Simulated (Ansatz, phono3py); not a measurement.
# NaCl (Fm-3m): lattice thermal conductivity, part 2 of 3

How well does the lattice of NaCl conduct heat?

Experimental results on record:
- thermal conductivity 7.1 W/m/K near room temperature (given in “Combining the AFLOW GIBBS and Elastic Libraries to efficiently and robustly screen thermo-mechanical properties of solids”, 2017, arXiv:1611.05714)
- thermal conductivity 7.1 W/m/K near room temperature (given in “Predicting the lattice thermal conductivity of solids by solving the Boltzmann transport equation: AFLOW - AAPL an automated, accurate and efficient framework”, 2017, arXiv:1611.05481)

Ansatz 0.2.0; DFT PBEsol, scalar-relativistic, plane waves, PAW; PAW set soft_1.

So far. Step 2 (Probe on a coarse mesh): The start is under -0.24 GPa at this level and looks like an insulator or semiconductor on this mesh. Step 4 (Relaxing to small residual forces and stress): The residual pressure is 0.0018 GPa, small enough for phonons. The relaxed cell has a = 5.602 Å (conventional setting).

The database entry behind the starting cell differs from later determinations by our own check (an axis about 0.4 % short against later determinations), so it need not match the best structure at ambient conditions.

### Step 5. Anharmonic force constants and conductivity

The supercell must be wider than twice the pair cutoff, and the number of displaced cells grows with the pairs inside it, which is where the cost lies.

Input file input.yaml:

```yaml
crystal:
  lattice:
    - [0.0, 2.800917063, 2.800917063]
    - [2.800917063, 0.0, 2.800917063]
    - [2.800917063, 2.800917063, 0.0]
  atoms:
    - { symbol: Na, position: [0.0, 0.0, 0.0] }
    - { symbol: Cl, position: [0.5, 0.5, 0.5] }
kpoints:
  mp_grid: { grid: [6, 6, 6] }
hamiltonian:
  xc: pbesol
  pseudopotentials: { kind: paw, azcp: { folder: soft_1 }, xc_functional: pbe }
scf:
  occupations: { method: fixed }
  lower_state_search: "off"
output:
  eigenvalues: true
phonons:
  method: fd
  dielectric: true
  qmesh: [6, 6, 6]
  temperatures: { t_max: 1000, t_step: 50 }
  qpath:
    path:
      - [[0.0, 0.0, 0.0], [0.5, 0.0, 0.5], [0.625, 0.25, 0.625]]
      - [[0.375, 0.375, 0.75], [0.0, 0.0, 0.0], [0.5, 0.5, 0.5], [0.5, 0.25, 0.75], [0.5, 0.0, 0.5]]
    npoints: 10
  third_order: { supercell: [3, 3, 3], pair_cutoff: 5.001 }
  lattice_thermal_conductivity:
    qmesh: [19, 19, 19]
    temperatures: [100.0, 150.0, 200.0, 300.0, 400.0, 500.0, 600.0, 800.0]
    isotope_mass_variance:
      - { species: Cl, variance: 0.0005827 }
      - { species: Na, variance: 0.0 }
```

Started as:

```bash
$ ansatz run input.yaml --threads 8 --pin off --max-ram 19456MiB --backend cpu --events-out ev --progress --plain --runs-dir out
```

Numbers of over 12 decimals in the logs are rounded to 6 here.

Output:

```text
Warning: phonons.dielectric: true without phonons.rigid_motions: the static dielectric tensor ε⁰ will be withheld (ε∞, Z* and the rows of modes are given); for a crystal or a slab, whose only rigid motions are the translations, set phonons.rigid_motions: translations
[...]
Crystal: 12 atoms, lattice volume = 263.683 Å³
Basis set: ecut = 420 eV, 5123 PW (Γ), FFT grids on a1, −a1+a2+a3, −a1+a3, exchange–correlation on 54×144×96 points (8 copies of the dense FFT grid, shifted against one another)
Bands: 60, of which v1, the nominal top of the filled ones, is band 48 counted from 1 (47 counted from 0)
Symmetry: 24 space group operations
k-points: 16 of 36
[...]
SCF iter   1: F=—  HF=-15241.726394 eV  |F-HF|=—  |Δ(HF+E_count)|=         —  Δρ=4.82e-8  dr2=3.55e-12  ethr=1.00e-12  ⟨swp⟩=3.0  Hψ=2437  notcnv=0
[...]
SCF iter   2: F=-15241.726394 eV  HF=-15241.726394 eV  |F-HF|=7.28e-12  |Δ(HF+E_count)|=  7.28e-12  Δρ=1.81e-8  dr2=2.63e-13  ethr=1.00e-12  ⟨swp⟩=3.0  Hψ=2105  notcnv=0
SCF 1 converged in 2 iterations: F = -15241.726394 eV  dr2 = 2.63e-13
[...]
Crystal: 2 atoms, lattice volume = 43.947 Å³
Basis set: ecut = 420 eV, 869 PW (Γ), exchange–correlation on 54×54×54 points (8 copies of the dense FFT grid, shifted against one another)
Bands: 12, of which v1, the nominal top of the filled ones, is band 8 counted from 1 (7 counted from 0)
Symmetry: 48 space group operations
k-points: 30 of 216 (irreducible under 8 space group operations, time reversal used)
[...]
SCF iter   4: F=-2540.287732 eV  HF=-2540.287732 eV  |F-HF|=3.00e-11  |Δ(HF+E_count)|=  4.87e-11  Δρ=4.61e-7  dr2=3.17e-11  ethr=1.00e-12  ⟨swp⟩=6.0  Hψ=1473  notcnv=0
SCF 2 converged in 4 iterations: F = -2540.287732 eV  dr2 = 3.17e-11
[...]
NSCF: frozen V_eff on 2 k-points
DFPT response loops at Γ: preconditioner auto → none (the input reference at scf.mixing.eps_inf says where Resta's filter doesn't serve); β = 0.50; Broyden in place of MSR1
Symmetry: 2 space group operations
k-points: 16 of 36 (time reversal used)
[...]
SCF iter   1: F=—  HF=-15241.726416 eV  |F-HF|=—  |Δ(HF+E_count)|=         —  Δρ=1.20e-4  dr2=2.75e-5  ethr=7.41e-9  ⟨swp⟩=3.0  Hψ=3609  notcnv=0  defer=48
eigensolver tolerance schedule calibrated: the retry pair's looser diagonalisation under-reported the residual by θ = 0.74 (0.13/decade); ethr = c·dr2/N_el runs at the constant in force after the calibration composes with the one it found (an armed cap, an earlier calibration), c = 5.7e-2
SCF iter   2: F=—  HF=-15241.726390 eV  |F-HF|=—  |Δ(HF+E_count)|=   2.59e-5  Δρ=5.91e-5  dr2=5.95e-6  ethr=7.41e-9  ⟨swp⟩=2.0  Hψ=1559  notcnv=0  defer=48
[...]
SCF iter   7: F=-15241.726387 eV  HF=-15241.726387 eV  |F-HF|=1.82e-12  |Δ(HF+E_count)|=  7.28e-12  Δρ=1.60e-8  dr2=7.88e-13  ethr=1.00e-12  ⟨swp⟩=6.3  Hψ=4013  notcnv=0
SCF 3 converged in 7 iterations: F = -15241.726387 eV  dr2 = 7.88e-13
[...]
Symmetry: 1 space group operations
k-points: 20 of 36 (time reversal used)
[...]
SCF iter   7: F=-15241.726387 eV  HF=-15241.726387 eV  |F-HF|=3.64e-12  |Δ(HF+E_count)|=    0.00e0  Δρ=1.28e-8  dr2=4.25e-13  ethr=1.00e-12  ⟨swp⟩=6.0  Hψ=4947  notcnv=0
SCF 4 converged in 7 iterations: F = -15241.726387 eV  dr2 = 4.25e-13
[...]
SCF iter   6: F=-15241.726386 eV  HF=-15241.726386 eV  |F-HF|=9.09e-12  |Δ(HF+E_count)|=  7.28e-11  Δρ=5.02e-8  dr2=6.01e-12  ethr=1.00e-12  ⟨swp⟩=6.8  Hψ=4312  notcnv=0
SCF 5 converged in 6 iterations: F = -15241.726386 eV  dr2 = 6.01e-12
[...]
SCF iter   6: F=-15241.726387 eV  HF=-15241.726387 eV  |F-HF|=3.64e-12  |Δ(HF+E_count)|=  7.09e-11  Δρ=4.45e-8  dr2=5.66e-12  ethr=1.00e-12  ⟨swp⟩=6.2  Hψ=5413  notcnv=0
SCF 6 converged in 6 iterations: F = -15241.726387 eV  dr2 = 5.66e-12
[...]
Basis set: ecut = 420 eV, 5161 PW (Γ), FFT grids on a1, a2, −3a1−3a2+a3, exchange–correlation on 54×80×160 points (8 copies of the dense FFT grid, shifted against one another)
SCF iter   1: F=—  HF=-15241.726393 eV  |F-HF|=—  |Δ(HF+E_count)|=         —  Δρ=6.14e-8  dr2=5.66e-12  ethr=1.00e-12  ⟨swp⟩=4.2  Hψ=2939  notcnv=0
[...]
SCF 7 converged in 2 iterations: F = -15241.726393 eV  dr2 = 4.39e-13
[...]
SCF 8 converged in 7 iterations: F = -15241.726387 eV  dr2 = 7.84e-13
[...]
SCF 9 converged in 7 iterations: F = -15241.726386 eV  dr2 = 1.35e-12
Basis set: ecut = 420 eV, 5167 PW (Γ), FFT grids on a1, a1+a2, 2a1+a3, exchange–correlation on 96×96×96 points (8 copies of the dense FFT grid, shifted against one another)
k-points: 15 of 36
SCF iter   1: F=—  HF=-15241.726394 eV  |F-HF|=—  |Δ(HF+E_count)|=         —  Δρ=4.81e-8  dr2=3.52e-12  ethr=1.00e-12  ⟨swp⟩=3.0  Hψ=2236  notcnv=0
[...]
SCF iter   2: F=-15241.726394 eV  HF=-15241.726394 eV  |F-HF|=0.00e0  |Δ(HF+E_count)|=  3.64e-12  Δρ=1.81e-8  dr2=2.62e-13  ethr=1.00e-12  ⟨swp⟩=3.0  Hψ=1976  notcnv=0
SCF 10 converged in 2 iterations: F = -15241.726394 eV  dr2 = 2.62e-13
[...]
SCF iter   1: F=—  HF=-15241.726412 eV  |F-HF|=—  |Δ(HF+E_count)|=         —  Δρ=1.19e-4  dr2=2.56e-5  ethr=6.21e-9  ⟨swp⟩=3.0  Hψ=4560  notcnv=0  defer=50
[...]
SCF iter   7: F=-68587.766475 eV  HF=-68587.766475 eV  |F-HF|=1.46e-11  |Δ(HF+E_count)|=  4.37e-11  Δρ=6.82e-8  dr2=6.33e-11  ethr=1.00e-12  ⟨swp⟩=4.0  Hψ=3935  notcnv=0
SCF 109 converged in 7 iterations: F = -68587.766475 eV  dr2 = 6.33e-11
[...]
SCF iter   7: F=-68587.766533 eV  HF=-68587.766533 eV  |F-HF|=2.91e-11  |Δ(HF+E_count)|=  2.04e-10  Δρ=7.15e-8  dr2=7.39e-11  ethr=1.00e-12  ⟨swp⟩=4.0  Hψ=6296  notcnv=0
SCF 110 converged in 7 iterations: F = -68587.766533 eV  dr2 = 7.39e-11
[...]
SCF iter   7: F=-68587.766531 eV  HF=-68587.766531 eV  |F-HF|=5.82e-11  |Δ(HF+E_count)|=  1.60e-10  Δρ=7.25e-8  dr2=8.09e-11  ethr=1.00e-12  ⟨swp⟩=4.0  Hψ=6296  notcnv=0
SCF 111 converged in 7 iterations: F = -68587.766531 eV  dr2 = 8.09e-11
[...]
SCF iter   6: F=-68587.766589 eV  HF=-68587.766589 eV  |F-HF|=2.76e-10  |Δ(HF+E_count)|=   1.69e-8  Δρ=2.65e-7  dr2=7.72e-10  ethr=1.00e-12  ⟨swp⟩=5.0  Hψ=6018  notcnv=0
SCF 112 converged in 6 iterations: F = -68587.766589 eV  dr2 = 7.72e-10
[...]
SCF iter   7: F=-68587.767256 eV  HF=-68587.767256 eV  |F-HF|=2.91e-11  |Δ(HF+E_count)|=   1.46e-9  Δρ=9.80e-8  dr2=1.23e-10  ethr=1.00e-12  ⟨swp⟩=4.0  Hψ=3578  notcnv=0
SCF 113 converged in 7 iterations: F = -68587.767256 eV  dr2 = 1.23e-10
[...]
SCF iter   7: F=-68587.766713 eV  HF=-68587.766713 eV  |F-HF|=0.00e0  |Δ(HF+E_count)|=   1.44e-9  Δρ=8.83e-8  dr2=1.02e-10  ethr=1.00e-12  ⟨swp⟩=4.0  Hψ=5280  notcnv=0
SCF 114 converged in 7 iterations: F = -68587.766713 eV  dr2 = 1.02e-10
[...]
SCF iter   7: F=-68587.766286 eV  HF=-68587.766286 eV  |F-HF|=7.28e-11  |Δ(HF+E_count)|=   1.31e-9  Δρ=7.67e-8  dr2=7.35e-11  ethr=1.00e-12  ⟨swp⟩=4.2  Hψ=3299  notcnv=0
SCF 115 converged in 7 iterations: F = -68587.766286 eV  dr2 = 7.35e-11
SCF converged after 2 iterations
Free energy (F): -15241.726394 eV
[...]
Internal energy: -15241.726394 eV  (E = F + TS)
E sigma→0 (E₀):  -15241.726394 eV
Fermi energy:    1.143543 eV
[...]
--- Band table (eV; the first three rows and the last of 16) ---
  k-point 0: bands = [... 44 lower, 0.9299, 1.1435, 1.1435, 1.1435, 6.1563, 8.0695, 8.0695, 8.6124, ... 8 higher]
  k-point 1: bands = [... 44 lower, 0.9299, 0.9698, 0.9698, 1.0126, 7.2705, 8.0127, 8.0695, 8.7293, ... 8 higher]
  k-point 2: bands = [... 44 lower, 1.0699, 1.0699, 1.0699, 1.0699, 6.9907, 6.9907, 8.2402, 8.2402, ... 8 higher]
  k-point 15: bands = [... 44 lower, 0.6946, 0.6946, 0.7703, 0.7703, 8.8770, 8.8770, 9.4660, 9.4660, ... 8 higher]
--- Phonons: 38 displaced members + 10 references (amplitude of the first 0.0025 Å, Σ member SCF iterations 249) ---
  ASR residual: 9.120e-4 → 0.000e0 eV/Å²; symmetrization residual: 1.921e-4 eV/Å²
  largest component of a force at the reference: 3.4e-29 eV/Å
  ASR residual per site (eV/Å²): 9.12e-4 2.14e-4
  Γ frequencies (cm⁻¹): 0.00 0.00 0.00 166.30 166.30 166.30
  Unit cell's response to a homogeneous field, on a k mesh of 6×6×6: 1 representative field direction (Σ response iterations 7)
  ε∞ (high-frequency dielectric tensor):
        2.563473    -0.000000    -0.000000
        0.000000     2.563473    -0.000000
        0.000000     0.000000     2.563473
  ε⁰ (static dielectric tensor): not given — the deck does not say what the cell's rigid motions are, and on a molecule in a box or a wire the rigid rotations would enter the sum over the modes at Γ. For a crystal or a slab, whose only rigid motions are the translations, set phonons.rigid_motions: translations.
  Born effective charges Z* (e; rows j = field, columns β = displacement):
    site 0:
         1.09161   -0.00000    0.00000
         0.00000    1.09161    0.00000
         0.00000   -0.00000    1.09161
    site 1:
        -1.09161    0.00000    0.00000
         0.00000   -1.09161   -0.00000
         0.00000    0.00000   -1.09161
  Z* charge neutrality: 8.763e-6 e pre-enforcement
  k-mesh period / interband length: 23.8 Å / 1.26 Å = 18.81 at k = (0.0000, 0.0000, 0.0000), direct gap 5.013 eV — 14 or more, which is no proof of convergence
  optical modes at Γ without the LO–TO term, one row a degenerate level:
      ω (cm⁻¹)  modes    IR ((D/Å)²/amu)
        166.30      3             5.9140
  optical modes at Γ + LO–TO along q̂ = [1.0000, 0.0000, 0.0000]:
      ω (cm⁻¹)  modes    IR ((D/Å)²/amu)
        166.30      2             3.9426
        254.90      1             1.9713
  optical modes at Γ + LO–TO along q̂ = [0.0000, 1.0000, 0.0000]:
      ω (cm⁻¹)  modes    IR ((D/Å)²/amu)
        166.30      2             3.9426
        254.90      1             1.9713
  optical modes at Γ + LO–TO along q̂ = [0.0000, 0.0000, 1.0000]:
      ω (cm⁻¹)  modes    IR ((D/Å)²/amu)
        166.30      2             3.9426
        254.90      1             1.9713
--- Phonons (by wavevector): 16 wavevectors in 10 supercells ---
  supercell 1 (6 cells, vectors [1, 0, 0], [0, 3, -3], [0, 0, 2] in multiples of the cell's): 4 displaced members by 0.0025 Å; free energy -15241.726394 eV; taken off its force constants: by the sum rule 4.8e-4, by the symmetrisation 7.2e-5 eV/Å²
  symmetry images taken by strict's conditions (phonons.symmetry_images: auto; settled by no image being taken that strict refuses)
[...]
q = [0.0000, 0.0000, 0.0000] (star 1, supercell 1; hermiticity 8.79e-17, symmetrization 3.43e-5): 0.00 0.00 0.00 166.30 166.30 166.30
[...]
joined force constants: q→R imaginary residual 1.13e-18
  density of states and harmonic sums: on the 24×24×24 q-mesh, interpolated from the force constants of a 6×6×6 supercell (with the dipole–dipole term)
  largest difference from the sums on the solved wave vectors: F 4.23e-3 eV, S 5.41e-6 and C_V 1.18e-6 eV/K
  zero-point energy: 0.052922 eV/cell   skipped modes (ω ≤ 0): 3   left out of the sums: 3.62e-5 of the cell's modes: C_V's classical limit lies that fraction below 3 k_B per atom; for a crystal, a wire or a layer, F and S can be off by more, and a phonons.interpolated_qmesh denser along its periods is the remedy for the sampling
--- Third-order force constants: 65 member SCFs in a 3×3×3 supercell (pair cutoff 5.001 Å, amplitude 0.03 Å, SCF threshold 1.00e-9 eV, Σ member SCF iterations 448) ---
[...]
sum-rule residual: 5.146e-2 → 6.043e-16 eV/Å³; symmetrization residual: 2.098e-3 eV/Å³; largest sum-rule correction relative to its orbit: 1.591e-1, on the orbit of the block of home site 0 with site 1 of cell (-2, 0, 0) and site 0 of cell (0, 0, 0), whose norm before the correction was 9.022e-2 eV/Å³
--- Lattice thermal conductivity: 19×19×19 mesh (220 irreducible points), tetrahedron method ---
  three-phonon and isotope scattering only; four-phonon, boundary and, in a metal, phonon-electron scattering are left out
  each conductivity is what the modes' populations carry and what the coherences between them add
  conductivity (a third of the tensor's trace), W/(m K), in the relaxation-time approximation and from the full solution:
       T (K)   relaxation time   full solution  iterations             ending  least Ritz value
      100.00           21.0311         24.5989           9          converged          4.767e-1
      150.00           14.4154         16.9327           9          converged          4.611e-1
      200.00           11.0363         12.9944          10          converged          4.524e-1
      300.00            7.5592          8.9228          10          converged          4.432e-1
      400.00            5.7772          6.8257          10          converged          4.384e-1
      500.00            4.6943          5.5467          10          converged          4.355e-1
      600.00            3.9675          4.6858          10          converged          4.335e-1
      800.00            3.0546          3.6012          10          converged          4.309e-1
```

It took 14 min on 8 threads of Arm Neoverse V2, shared host; peak memory 9 GiB.

Numbers from this step:

```
Γ frequencies                              : 0, 0, 0, 166.3, 166.3, 166.3 cm⁻¹ (negative: imaginary)
lowest frequency on the path               : 0 cm⁻¹
zero-point energy                          : 0.05292 eV/cell
point group                                : m-3m
highest frequency                          : 254.9 cm⁻¹
Debye temperature from the second moment   : 276 K
κ at 300 K (relaxation time)               : 7.559 W/m/K
κ at 300 K (full solution)                 : 8.923 W/m/K
dipole term                                : run
mean free path at half of κ                : 13.1 nm
share of κ above the three lowest branches : 0.115
third-order blocks                         : 686
periodic aliases dropped                   : 168
largest relative sum-rule correction       : 0.1591
displaced cells, third order               : 65
```

LO-TO term included. Phonon branches along the path, in cm⁻¹:

| point | branch 1 | branch 2 | branch 3 | branch 4 | branch 5 | branch 6 |
| --- | --- | --- | --- | --- | --- | --- |
| Γ | 0 | 0 | 0 | 166 | 166 | 255 |
| halfway | 60 | 60 | 132 | 170 | 170 | 204 |
| X | 81 | 81 | 136 | 175 | 175 | 185 |
| halfway | 86 | 97 | 133 | 171 | 176 | 185 |
| U | 97 | 125 | 129 | 161 | 178 | 182 |
| jump to K | 97 | 125 | 129 | 161 | 178 | 182 |
| halfway | 72 | 93 | 125 | 146 | 172 | 225 |
| Γ | 0 | 0 | 0 | 166 | 166 | 255 |
| halfway | 71 | 71 | 107 | 158 | 158 | 243 |
| L | 115 | 115 | 136 | 136 | 171 | 216 |
| halfway | 111 | 118 | 141 | 153 | 174 | 191 |
| W | 115 | 115 | 135 | 156 | 180 | 180 |
| halfway | 93 | 105 | 130 | 169 | 176 | 184 |
| X | 81 | 81 | 136 | 175 | 175 | 185 |

The phonon branches as a text plot (rows in cm⁻¹):

```
    250 |***                        ********
    239 |   *                    ***        **
    228 |                       *             **
    218 |    **                                 ***
    207 |      *               *                   **
    196 |                    **                      *
    186 |       *   ******* *                         ***  ******
    175 |      *******************               ****************
    165 |******  *      ***       **********    *           **
    154 |       * **       ****  ***        ****      ******
    143 |           *      **  **             ***  ******
    133 |      *     **** *  **                  **      *** ****
    122 |                ***    *            *      ****   **
    112 |    **         *   ****            *   ************ *
    101 |              *  ** **  *             *            ***
     90 |   *          ***     **          *  *               **
     80 |         *****          ***         *                 **
     69 |       **              *         * *
     58 |  *   *                 ****      *
     48 |    **                   **     **
     37 |   *                       *
     27 | **                        **  **
     16 | *                          *  *
      5 |*                            **
         Γ           X  U|K            Γ         L        W     X
```

W/m/K. Kappa, by row:

| T (K) | RTA xx | RTA yy | RTA zz | full xx | full yy | full zz | coherence part xx | coherence part yy | coherence part zz | ending | iterations | least Ritz value |
| --- | --- | --- | --- | --- | --- | --- | --- | --- | --- | --- | --- | --- |
| 100 | 21.03 | 21.03 | 21.03 | 24.6 | 24.6 | 24.6 | 0.04657 | 0.04657 | 0.04657 | converged | 9 | 0.477 |
| 150 | 14.42 | 14.42 | 14.42 | 16.93 | 16.93 | 16.93 | 0.07132 | 0.07132 | 0.07132 | converged | 9 | 0.461 |
| 200 | 11.04 | 11.04 | 11.04 | 12.99 | 12.99 | 12.99 | 0.08786 | 0.08786 | 0.08786 | converged | 10 | 0.452 |
| 300 | 7.559 | 7.559 | 7.559 | 8.923 | 8.923 | 8.923 | 0.1109 | 0.1109 | 0.1109 | converged | 10 | 0.443 |
| 400 | 5.777 | 5.777 | 5.777 | 6.826 | 6.826 | 6.826 | 0.1289 | 0.1289 | 0.1289 | converged | 10 | 0.438 |
| 500 | 4.694 | 4.694 | 4.694 | 5.547 | 5.547 | 5.547 | 0.1444 | 0.1444 | 0.1444 | converged | 10 | 0.435 |
| 600 | 3.968 | 3.968 | 3.968 | 4.686 | 4.686 | 4.686 | 0.1579 | 0.1579 | 0.1579 | converged | 10 | 0.433 |
| 800 | 3.055 | 3.055 | 3.055 | 3.601 | 3.601 | 3.601 | 0.1799 | 0.1799 | 0.1799 | converged | 10 | 0.431 |

Lattice thermal conductivity against temperature:

| temperature (K) | RTA xx (W/m/K) | full xx (W/m/K) |
| --- | --- | --- |
| 100 | 21.0 | 24.6 |
| 150 | 14.4 | 16.9 |
| 200 | 11.0 | 13.0 |
| 300 | 7.56 | 8.92 |
| 400 | 5.78 | 6.83 |
| 500 | 4.69 | 5.55 |
| 600 | 3.97 | 4.69 |
| 800 | 3.06 | 3.60 |

The modes has structure finer than the step of the table below, so its rows give means over 5 cm⁻¹, whole bins alone (the curve runs from -10 to 272 cm⁻¹). Peaks (cm⁻¹: height): Cl 117.6: 0.0355, 137.1: 0.0315, 170.8: 0.0383; Na 137.1: 0.0382, 177.9: 0.0457.

Phonopy on the run's constants, 17x17x17 mesh, Gaussian sigma 2.0 cm⁻¹. Modes against wavenumber; means over each step; values in 1/cm⁻¹/cell:

| wavenumber (cm⁻¹) | Cl | Na |
| --- | --- | --- |
| -5 | 9.0e-6 | 6.0e-6 |
| 0 | 5.5e-5 | 3.7e-5 |
| 5 | 1.0e-5 | 6.9e-6 |
| 10 | 2.0e-5 | 1.3e-5 |
| 15 | 3.9e-4 | 2.6e-4 |
| 20 | 4.0e-4 | 2.6e-4 |
| 25 | 5.8e-4 | 3.7e-4 |
| 30 | 0.00140 | 9.0e-4 |
| 35 | 0.00145 | 9.3e-4 |
| 40 | 0.00159 | 0.00103 |
| 45 | 0.00306 | 0.00197 |
| 50 | 0.00319 | 0.00206 |
| 55 | 0.00406 | 0.00265 |
| 60 | 0.00567 | 0.00369 |
| 65 | 0.00605 | 0.00395 |
| 70 | 0.00882 | 0.00583 |
| 75 | 0.0107 | 0.00696 |
| 80 | 0.0143 | 0.00968 |
| 85 | 0.0176 | 0.0117 |
| 90 | 0.0200 | 0.0129 |
| 95 | 0.0206 | 0.0130 |
| 100 | 0.0232 | 0.0134 |
| 105 | 0.0254 | 0.0137 |
| 110 | 0.0313 | 0.0139 |
| 115 | 0.0329 | 0.0116 |
| 120 | 0.0295 | 0.0118 |
| 125 | 0.0191 | 0.0103 |
| 130 | 0.0171 | 0.0143 |
| 135 | 0.0255 | 0.0306 |
| 140 | 0.0257 | 0.0283 |
| 145 | 0.0159 | 0.0171 |
| 150 | 0.0173 | 0.0201 |
| 155 | 0.0235 | 0.0276 |
| 160 | 0.0253 | 0.0328 |
| 165 | 0.0289 | 0.0363 |
| 170 | 0.0374 | 0.0411 |
| 175 | 0.0354 | 0.0413 |
| 180 | 0.0265 | 0.0410 |
| 185 | 0.00990 | 0.0225 |
| 190 | 0.00299 | 0.0125 |
| 195 | 0.00246 | 0.0112 |
| 200 | 0.00247 | 0.0106 |
| 205 | 0.00244 | 0.00987 |
| 210 | 0.00264 | 0.0101 |
| 215 | 0.00258 | 0.00899 |
| 220 | 0.00268 | 0.00739 |
| 225 | 0.00249 | 0.00595 |
| 230 | 0.00240 | 0.00504 |
| 235 | 0.00214 | 0.00414 |
| 240 | 0.00190 | 0.00346 |
| 245 | 0.00158 | 0.00271 |
| 250 | 0.00110 | 0.00180 |
| 255 | 3.2e-4 | 5.0e-4 |
| 260 | 1.1e-5 | 2.0e-5 |
| 265 | 0 | 0 |

Distinct triplets, nearest first. Third order norms, by row:

| sites | side 1 (Å) | side 2 (Å) | side 3 (Å) | norm of the 27 components (eV/Å³) |
| --- | --- | --- | --- | --- |
| Na-Na-Na | 0 | 0 | 0 | 0 |
| Cl-Cl-Cl | 0 | 0 | 0 | 0 |
| Na-Cl-Cl | 0 | 2.8 | 2.8 | 4.473 |
| Na-Cl-Na | 0 | 2.8 | 2.8 | 4.426 |
| Na-Cl-Cl | 2.8 | 2.8 | 3.96 | 0.051 |
| Na-Cl-Na | 2.8 | 2.8 | 3.96 | 0.083 |
| Na-Na-Na | 0 | 3.96 | 3.96 | 0.287 |
| Na-Na-Na | 3.96 | 3.96 | 3.96 | 0.004 |
| Cl-Cl-Cl | 0 | 3.96 | 3.96 | 0.466 |
| Cl-Cl-Cl | 3.96 | 3.96 | 3.96 | 0.055 |
| Na-Cl-Cl | 2.8 | 3.96 | 4.85 | 0.04 |
| Na-Cl-Na | 2.8 | 3.96 | 4.85 | 0.02 |
| Na-Cl-Cl | 0 | 4.85 | 4.85 | 0.105 |
| Na-Cl-Na | 0 | 4.85 | 4.85 | 0.097 |

Born charge (rows field, columns displacement) (e), principal values of the symmetric part by kind of site:

| atom | atoms with these values | low | middle | high | mean |
| --- | --- | --- | --- | --- | --- |
| Na1 | 1 | 1.09 | 1.09 | 1.09 | 1.09 |
| Cl2 | 1 | -1.09 | -1.09 | -1.09 | -1.09 |

In full for Na1:

```
1.09 0.00 0.00
0.00 1.09 0.00
0.00 0.00 1.09
```

[end of part 2 of 3]

[Logs are printed without paths, hosts, clocks, repeated set-up lines and the standing remarks that a program may print on its own settings, such as how far it seeks lower states.]

[Hosts, paths, dates, database ids (printed as entryN), source tags and the programs' standing remarks are cut or masked in the printed files.]

[A step with changed settings may run another functional than the one named; its input shows which.]
